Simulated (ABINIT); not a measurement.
# SrTiO3 (Tausonite): G0W0 with ABINIT, start to end, part 2 of 3

How does a plane-wave GW calculation on SrTiO3 (Tausonite) run from the first input to the gap?

ABINIT 10.8.3; PBEsol and many-body steps on it, plane waves. Known limits of the many-body steps: not at the basis limit; no spin-orbit coupling; coarse k mesh.

So far. Step 2 (Ground state): The gap is indirect, with the least direct gap 0.36 eV higher.

**3. Bands along the symmetry lines**

Level of this step: DFT, PBEsol, plane waves, norm-conserving pseudopotentials (ABINIT).

Levels along a band path, at the cheap level, show where the edges lie and whether the meshes to come will hold them.

Input file run.abi:

```
acell 3*1.0 Angstrom
rprim 
  3.905280000000 0.000000000000 0.000000000000
  0.000000000000 3.905280000000 0.000000000000
  0.000000000000 0.000000000000 3.905280000000
ntypat 3
znucl 38 22 8
natom 5
typat 1 2 3 3 3
xred 
  0.500000000000 0.500000000000 0.500000000000
  0.000000000000 0.000000000000 0.000000000000
  0.500000000000 0.000000000000 0.000000000000
  0.000000000000 0.500000000000 0.000000000000
  0.000000000000 0.000000000000 0.500000000000
pp_dirpath "pseudos"
pseudos "Sr.upf, Ti.upf, O.upf"
ecut 38
iscf -2
irdden 1
kptopt 0
nkpt 50
kpt 
  0.00000000 0.00000000 0.00000000
  0.00000000 0.06250000 0.00000000
  0.00000000 0.12500000 0.00000000
  0.00000000 0.18750000 0.00000000
  0.00000000 0.25000000 0.00000000
  0.00000000 0.31250000 0.00000000
  0.00000000 0.37500000 0.00000000
  0.00000000 0.43750000 0.00000000
  0.00000000 0.50000000 0.00000000
  0.06250000 0.50000000 0.00000000
  0.12500000 0.50000000 0.00000000
  0.18750000 0.50000000 0.00000000
  0.25000000 0.50000000 0.00000000
  0.31250000 0.50000000 0.00000000
  0.37500000 0.50000000 0.00000000
  0.43750000 0.50000000 0.00000000
  0.50000000 0.50000000 0.00000000
  0.43750000 0.43750000 0.00000000
  0.37500000 0.37500000 0.00000000
  0.31250000 0.31250000 0.00000000
  0.25000000 0.25000000 0.00000000
  0.18750000 0.18750000 0.00000000
  0.12500000 0.12500000 0.00000000
  0.06250000 0.06250000 0.00000000
  0.00000000 0.00000000 0.00000000
  0.06250000 0.06250000 0.06250000
  0.12500000 0.12500000 0.12500000
  0.18750000 0.18750000 0.18750000
  0.25000000 0.25000000 0.25000000
  0.31250000 0.31250000 0.31250000
  0.37500000 0.37500000 0.37500000
  0.43750000 0.43750000 0.43750000
  0.50000000 0.50000000 0.50000000
  0.43750000 0.50000000 0.43750000
  0.37500000 0.50000000 0.37500000
  0.31250000 0.50000000 0.31250000
  0.25000000 0.50000000 0.25000000
  0.18750000 0.50000000 0.18750000
  0.12500000 0.50000000 0.12500000
  0.06250000 0.50000000 0.06250000
  0.00000000 0.50000000 0.00000000
  0.50000000 0.50000000 0.50000000
  0.50000000 0.50000000 0.43750000
  0.50000000 0.50000000 0.37500000
  0.50000000 0.50000000 0.31250000
  0.50000000 0.50000000 0.25000000
  0.50000000 0.50000000 0.18750000
  0.50000000 0.50000000 0.12500000
  0.50000000 0.50000000 0.06250000
  0.50000000 0.50000000 0.00000000
istwfk *1
nband 31
nbdbuf 6
tolwfr 1e-07
nstep 50
prtwf 0
prtvol 0
indata_prefix "in"
outdata_prefix "out"
tmpdata_prefix "tmp"
```

On the command line:

```bash
$ OMP_NUM_THREADS=1 mpirun -n 4 abinit run.abi > log
```

Numbers of over 12 decimals in the logs are rounded to 6 here.

The log of the run:

```text
.Version 10.8.3 of ABINIT. v10.8.2 released Aug 2026.

 Symmetries : space group Pm -3 m (#221); Bravais cP (primitive cubic)
[... echo of the input left out ...]
== DATASET  1 ==================================================================
-   mpi_nproc: 4, omp_nthreads: 1 (-1 if OMP is not activated)

--- !DatasetInfo
iteration_state: {dtset: 1, }
dimensions: {natom: 5, nkpt: 50, mband: 31, nsppol: 1, nspinor: 1, nspden: 1, mpw: 4632, }
cutoff_energies: {ecut:  38.0, pawecutdg:  -1.0, }
electrons: {nelect:   4.00000000E+01, charge:   0.00000000E+00, occopt:   1.00000000E+00, tsmear:   1.00000000E-02, }

 Real(R)+Recip(G) space primitive vectors, cartesian coordinates (Bohr,Bohr^-1):
 R(1)=  7.3799096  0.0000000  0.0000000  G(1)=  0.1355030  0.0000000  0.0000000
 R(2)=  0.0000000  7.3799096  0.0000000  G(2)=  0.0000000  0.1355030  0.0000000
 R(3)=  0.0000000  0.0000000  7.3799096  G(3)=  0.0000000  0.0000000  0.1355030
 Unit cell volume ucvol=  4.0193251E+02 bohr^3
 Angles (23,13,12)=  9.00000000E+01  9.00000000E+01  9.00000000E+01 degrees

 getcut: wavevector=  0.0000  0.0000  0.0000  ngfft=  45  45  45
         ecut(hartree)=     38.000   => boxcut(ratio)=   2.14855

--- Pseudopotential description ------------------------------------------------
- Sr Generated using ONCVPSP code by D. R. Hamann
- 38.00000  10.00000  180301                  znucl, zion, pspdat
12 -116133 2 -1 1834                          pspcod,pspxc,lmax,lloc,mmax
     nproj     2     2     2
  pspatm : epsatm=   12.46451298
         --- l  ekb(1:nproj) -->
             0   10.029206    1.044171
             1    7.472414    1.670829
             2    4.142950    0.968140
 pspatm: atomic psp has been read  and splines computed

- Ti Generated using ONCVPSP code by D. R. Hamann
- 22.00000  12.00000  180301                  znucl, zion, pspdat
12 -116133 2 -1 1586                          pspcod,pspxc,lmax,lloc,mmax
     nproj     2     2     2
  pspatm : epsatm=   14.76920182
         --- l  ekb(1:nproj) -->
[...]
pspatm: atomic psp has been read  and splines computed

- O Generated using ONCVPSP code by D. R. Hamann
-  8.00000   6.00000  180301                  znucl, zion, pspdat
12 -116133 2 -1 936                           pspcod,pspxc,lmax,lloc,mmax
     nproj     2     2     1
  pspatm : epsatm=    6.22910120
         --- l  ekb(1:nproj) -->
[...]
2   -1.335834
 pspatm: atomic psp has been read  and splines computed

--------------------------------------------------------------------------------

================================================================================
 prteigrs : about to open file out_EIG
 Non-SCF case, kpt    1 (  0.00000  0.00000  0.00000), residuals and eigenvalues=
  9.69E-08  5.25E-08  1.89E-08  5.08E-08  5.39E-08  9.22E-08  2.90E-08  6.81E-08
[...]
1.9189E-01  2.4667E-01  3.9097E-01  3.9097E-01  4.0785E-01  4.4811E-01
  5.3988E-01  5.5350E-01  5.6193E-01  6.0224E-01  6.0224E-01  6.2744E-01
  6.8581E-01

--- !ResultsGS
iteration_state: {dtset: 1, }
comment   : Summary of ground state results
lattice_vectors:
- [  7.3799096,   0.0000000,   0.0000000, ]
- [  0.0000000,   7.3799096,   0.0000000, ]
- [  0.0000000,   0.0000000,   7.3799096, ]
lattice_lengths: [   7.37991,    7.37991,    7.37991, ]
lattice_angles: [ 90.000,  90.000,  90.000, ] # degrees, (23, 13, 12)
lattice_volume:   4.0193251E+02
convergence: {deltae:  0.000E+00, res2:  0.000E+00, residm:  9.967E-08, diffor:  0.000E+00, }
etotal    :  -1.43310429E+02
entropy   :   0.00000000E+00
fermie    :   2.49887453E-01
cartesian_stress_tensor: null
pressure_GPa: null
xred      :
- [  5.0000E-01,   5.0000E-01,   5.0000E-01, Sr]
- [  0.0000E+00,   0.0000E+00,   0.0000E+00, Ti]
- [  5.0000E-01,   0.0000E+00,   0.0000E+00,  O]
- [  0.0000E+00,   5.0000E-01,   0.0000E+00,  O]
- [  0.0000E+00,   0.0000E+00,   5.0000E-01,  O]
cartesian_forces: null
force_length_stats: {min: null, max: null, mean: null, }

 Integrated electronic density in atomic spheres:
 ------------------------------------------------
 Atom  Sphere_radius  Integrated_density
[...]
================================================================================

 ----iterations are completed or convergence reached----

 Mean square residual over all n,k,spin=   49.676E-09; max=  99.666E-09
 reduced coordinates (array xred) for    5 atoms
[...]
0.000000000000      0.500000000000      0.000000000000
       0.000000000000      0.000000000000      0.500000000000

 cartesian coordinates (angstrom) at end:
    1      1.952640     1.952640     1.952640
    2      0.000000     0.000000     0.000000
    3      1.952640     0.000000     0.000000
    4      0.000000     1.952640     0.000000
    5      0.000000     0.000000     1.952640
 length scales=  1.889726125908  1.889726125908  1.889726125908 bohr
              =  1.000000000000  1.000000000000  1.000000000000 angstroms
 prteigrs : about to open file out_EIG
 Eigenvalues (hartree) for nkpt=  50  k points:
 kpt#   1, nband= 31, wtk=  1.00000, kpt=  0.0000  0.0000  0.0000 (reduced coord)
[...]
kpt#   2, nband= 31, wtk=  1.00000, kpt=  0.0000  0.0625  0.0000 (reduced coord)
[...]
kpt#   3, nband= 31, wtk=  1.00000, kpt=  0.0000  0.1250  0.0000 (reduced coord)
[...]
kpt#  49, nband= 31, wtk=  1.00000, kpt=  0.5000  0.5000  0.0625 (reduced coord)
[...]
0.53869    0.55480    0.56177    0.59596    0.59596    0.62664    0.68309
 kpt#  50, nband= 31, wtk=  1.00000, kpt=  0.5000  0.5000  0.0000 (reduced coord)
[...]
-0.28276   -0.27096   -0.27096    0.07721    0.08212    0.09539    0.14385    0.14385
   0.18572    0.19189    0.19189    0.24667    0.39097    0.39097    0.40785    0.44811
   0.53988    0.55350    0.56193    0.60224    0.60224    0.62744    0.68581

== END DATASET(S) ==============================================================
================================================================================

 -outvars: echo values of variables after computation  --------
            nband          31
             nkpt          50
          spgroup         221
 [... the other variables as echoed above ...]

 Calculation completed.
```

Wall time 34 s (4 MPI ranks of Arm Neoverse V2, shared host); peak memory 0.37 GiB.

This step gave:

- gap: 1.854 eV
- k of the valence top: 0.5, 0.5, 0.5
- k of the conduction bottom: 0, 0, 0
- least direct gap: 2.212 eV

The gap is 1.854 eV, as in the run before at this level.

Electronic bands along the path, in eV, zero at the top of the highest filled band:

```tsv
point	band 17	band 18	band 19	band 20	band 21	band 22	band 23	band 24
Γ	-1.18	-0.36	-0.36	-0.36	1.85	1.85	1.85	4.42
halfway	-1.69	-1.63	-0.60	-0.60	1.94	2.94	2.94	4.43
X	-2.38	-2.01	-0.74	-0.74	2.03	3.83	3.83	4.44
halfway	-1.90	-1.47	-1.34	-0.65	3.01	3.83	3.95	5.17
M	-1.75	-1.58	-1.58	-0.09	3.84	3.84	4.30	5.39
halfway	-1.72	-1.37	-1.08	-0.74	2.90	3.04	3.31	5.05
Γ	-1.18	-0.36	-0.36	-0.36	1.85	1.85	1.85	4.42
halfway	-2.82	-0.93	-0.93	-0.63	3.38	3.43	3.43	6.58
R	-3.76	0.00	0.00	0.00	4.53	4.53	4.53	6.91
halfway	-2.75	-0.96	-0.81	-0.53	3.51	4.02	4.05	6.53
X	-2.38	-2.01	-0.74	-0.74	2.03	3.83	3.83	4.44
jump to R	-3.76	0.00	0.00	0.00	4.53	4.53	4.53	6.91
halfway	-3.18	-0.68	-0.68	-0.04	4.12	4.12	4.41	6.82
M	-1.75	-1.58	-1.58	-0.09	3.84	3.84	4.30	5.39
```

**4. Empty states on the mesh, 4×4×4 mesh, 208 bands**

The sums over transitions need many empty states on a uniform mesh; this step solves for them.

Input file run.abi:

```
acell 3*1.0 Angstrom
rprim 
  3.905280000000 0.000000000000 0.000000000000
  0.000000000000 3.905280000000 0.000000000000
  0.000000000000 0.000000000000 3.905280000000
ntypat 3
znucl 38 22 8
natom 5
typat 1 2 3 3 3
xred 
  0.500000000000 0.500000000000 0.500000000000
  0.000000000000 0.000000000000 0.000000000000
  0.500000000000 0.000000000000 0.000000000000
  0.000000000000 0.500000000000 0.000000000000
  0.000000000000 0.000000000000 0.500000000000
pp_dirpath "pseudos"
pseudos "Sr.upf, Ti.upf, O.upf"
ecut 38
ngkpt 4 4 4
nshiftk 1
shiftk 0 0 0
kptopt 1
chksymbreak 0
irdden 1
istwfk *1
nband 208
prtvol 0
optdriver 6
gwr_task "HDIAGO"
paral_kgb 0
occopt 1
indata_prefix "in"
outdata_prefix "out"
tmpdata_prefix "tmp"
```

The log of the run:

```text
[banner, memory and clock lines left out]
.Version 10.8.3 of ABINIT. v10.8.2 released Aug 2026.

 Symmetries : space group Pm -3 m (#221); Bravais cP (primitive cubic)
[... echo of the input left out ...]
== DATASET  1 ==================================================================
-   mpi_nproc: 4, omp_nthreads: 1 (-1 if OMP is not activated)

--- !DatasetInfo
iteration_state: {dtset: 1, }
dimensions: {natom: 5, nkpt: 10, mband: 208, nsppol: 1, nspinor: 1, nspden: 1, mpw: 4632, }
cutoff_energies: {ecut:  38.0, pawecutdg:  -1.0, }
electrons: {nelect:   4.00000000E+01, charge:   0.00000000E+00, occopt:   1.00000000E+00, tsmear:   1.00000000E-02, }

.Using double precision arithmetic; gwpc =  8

- Reading GS density from: in_DEN

--- Pseudopotential description ------------------------------------------------
- Sr Generated using ONCVPSP code by D. R. Hamann
- 38.00000  10.00000  180301                  znucl, zion, pspdat
12 -116133 2 -1 1834                          pspcod,pspxc,lmax,lloc,mmax
     nproj     2     2     2
  pspatm : epsatm=   12.46451298
         --- l  ekb(1:nproj) -->
             0   10.029206    1.044171
             1    7.472414    1.670829
             2    4.142950    0.968140
 pspatm: atomic psp has been read  and splines computed

- Ti Generated using ONCVPSP code by D. R. Hamann
- 22.00000  12.00000  180301                  znucl, zion, pspdat
12 -116133 2 -1 1586                          pspcod,pspxc,lmax,lloc,mmax
     nproj     2     2     2
  pspatm : epsatm=   14.76920182
         --- l  ekb(1:nproj) -->
[...]
pspatm: atomic psp has been read  and splines computed

- O Generated using ONCVPSP code by D. R. Hamann
-  8.00000   6.00000  180301                  znucl, zion, pspdat
12 -116133 2 -1 936                           pspcod,pspxc,lmax,lloc,mmax
     nproj     2     2     1
  pspatm : epsatm=    6.22910120
         --- l  ekb(1:nproj) -->
             0    6.050032    0.820363
             1   -4.739617   -1.153841
             2   -1.335834
 pspatm: atomic psp has been read  and splines computed

   1.83684074E+03                                ecore*ucvol(ha*bohr**3)

 Total charge density [el/Bohr^3]
)     Maximum=    1.3446E+00  at reduced coord.    0.0000    0.0000    0.9111
)     Minimum=    5.2955E-03  at reduced coord.    0.4889    0.4889    0.0000
   Integrated=    4.0000E+01

 === KS gaps after direct diagonalization ===
 Indirect band gap semiconductor
 Fundamental gap:     1.854 (eV)
   VBM:     6.800 (eV) at k: [ 5.0000E-01,  5.0000E-01,  5.0000E-01]
   CBM:     8.653 (eV) at k: [ 0.0000E+00,  0.0000E+00,  0.0000E+00]
 Direct gap:         2.212 (eV) at k: [ 0.0000E+00,  0.0000E+00,  0.0000E+00]

== END DATASET(S) ==============================================================

 -outvars: echo values of variables after computation  --------
           etotal      0.0000000000E+00
            nband         208
             nkpt          10
          spgroup         221
 [... the other variables as echoed above ...]

 Calculation completed.
```

Wall time 2.8 min (4 MPI ranks); peak memory 4.6 GiB; 11 min of CPU time.

This step gave:

```yaml
gap: 1.854 eV
k_of_the_valence_top: 0.5, 0.5, 0.5
k_of_the_conduction_bottom: 0, 0, 0
least_direct_gap: 2.212 eV
k_points_computed: 10
lowest_point_of_the_top_converged_band_above_the_valence_top: 108.1047 eV
```

On this mesh the gap is 1.854 eV.

**5. Screening, 4×4×4 mesh, 200 bands, screening to 179.6 eV**

The RPA dielectric matrix is built and inverted for each q.

This step: RPA screening on PBEsol, plane waves, norm-conserving pseudopotentials.

Changes to run.abi since step 4:

```diff
@@ -23,10 +23,11 @@
 chksymbreak 0
-irdden 1
 istwfk *1
-nband 208
-prtvol 0
-optdriver 6
-gwr_task "HDIAGO"
-paral_kgb 0
 occopt 1
+irdwfk 1
+optdriver 3
+nband 200
+ecuteps 6.6
+inclvkb 2
+awtr 1
+symchi 1
 indata_prefix "in"
```

The log of the run:

```text
.Version 10.8.3 of ABINIT. v10.8.2 released Aug 2026.

 Symmetries : space group Pm -3 m (#221); Bravais cP (primitive cubic)
[... echo of the input left out ...]
== DATASET  1 ==================================================================
-   mpi_nproc: 4, omp_nthreads: 1 (-1 if OMP is not activated)

--- !DatasetInfo
iteration_state: {dtset: 1, }
dimensions: {natom: 5, nkpt: 10, mband: 200, nsppol: 1, nspinor: 1, nspden: 1, mpw: 4632, }
cutoff_energies: {ecut:  38.0, pawecutdg:  -1.0, }
electrons: {nelect:   4.00000000E+01, charge:   0.00000000E+00, occopt:   1.00000000E+00, tsmear:   1.00000000E-02, }

 SCREENING: Calculation of the susceptibility and dielectric matrices

 Based on a program developped by R.W. Godby, V. Olevano, G. Onida, and L. Reining.
 Incorporated in ABINIT by V. Olevano, G.-M. Rignanese, and M. Torrent.
.Using double precision arithmetic ; gwpc =  8

[... cell and pseudopotentials left out ...]
--------------------------------------------------------------------------------

 ==== K-mesh for the wavefunctions ====
 Number of points in the irreducible wedge :    10
[... list of points left out ...]
 Together with 48 symmetry operations and time-reversal symmetry
 yields    64 points in the full Brillouin Zone.

 ==== Q-mesh for the screening function ====
 Number of points in the irreducible wedge :    10
[... list of points left out ...]
 Together with 48 symmetry operations and time-reversal symmetry
 yields    64 points in the full Brillouin Zone.

 setmesh: FFT mesh size selected  =    30x   30x   30
          total number of points  =        27000

 vcoul_init : cutoff-mode = AUXILIARY_FUNCTION
 q-points for optical limit:   1
     1)      0.000010    0.000020    0.000030

- screening: taking advantage of time-reversal symmetry
- Maximum band index for partially occupied states nbvw = 20
- Remaining bands to be divided among processors   nbcw = 180
- Number of bands treated by each node ~45

 Number of electrons calculated from density =   40.0000; Expected =   40.0000
 average of density, n =  0.099519
 r_s =    1.3387
 omega_plasma =   30.4305 [eV]

 calculating chi0 at frequencies [eV] :
  1    0.000000E+00    0.000000E+00
  2    0.000000E+00    3.043050E+01

--------------------------------------------------------------------------------
  q-point number  1        q = ( 0.000000, 0.000000, 0.000000) [r.l.u.]
--------------------------------------------------------------------------------
[... chi0 elements left out ...]
 For q-point:  0.000010 0.000020 0.000030
  dielectric constant =   6.5585
  dielectric constant without local fields =   6.9387

  Average fulfillment of the sum rule on Im[epsilon] for q-point    1 :     75.57  [%]
[... wings left out ...]
  q-point number  2        q = ( 0.250000, 0.000000, 0.000000) [r.l.u.]
--------------------------------------------------------------------------------
[... chi0 elements left out ...]
  Average fulfillment of the sum rule on Im[epsilon] for q-point    2 :     83.30  [%]

 [... 8 further q-points ...]
```

Elapsed: 2.5 min, on 4 MPI ranks; peak memory 1.7 GiB; 10 min of CPU time.

This step gave:

| Item | Value |
| --- | --- |
| ε∞ with local fields, on this mesh, along the program's q direction | 6.559 |
| the same without local fields | 6.939 |
| plasma frequency | 30.43 eV |
| plane waves in the screening matrix | 341 |

Local fields lower ε∞ by 5 %. On a Γ-centred mesh this coarse the value itself is usually too large, while a short band sum pulls it down.

[end of part 2 of 3]

[Paths, hosts, dates, memory and timing lines, banners, echoed tables and standing remarks are left out of the program output.]

[Logs are printed without paths, hosts, clocks, repeated set-up lines and the standing remarks that a program may print on its own settings, such as how far it seeks lower states.]

[Runs of the session that timed out or met a known fault of the program may be left out.]

[Hosts, paths, dates, database ids (printed as entryN), source tags and the programs' standing remarks are cut or masked in the printed files.]

[G0W0 gaps are taken among the corrected bands and points alone; a level outside them can change the order at an edge.]

[Where Ansatz stands beside ABINIT at settings called matched, ABINIT's density can come from a denser mesh and the files from another edition; pairs whose starting gaps differed by over 0.03 eV were left out, so agreement reads better than it is.]
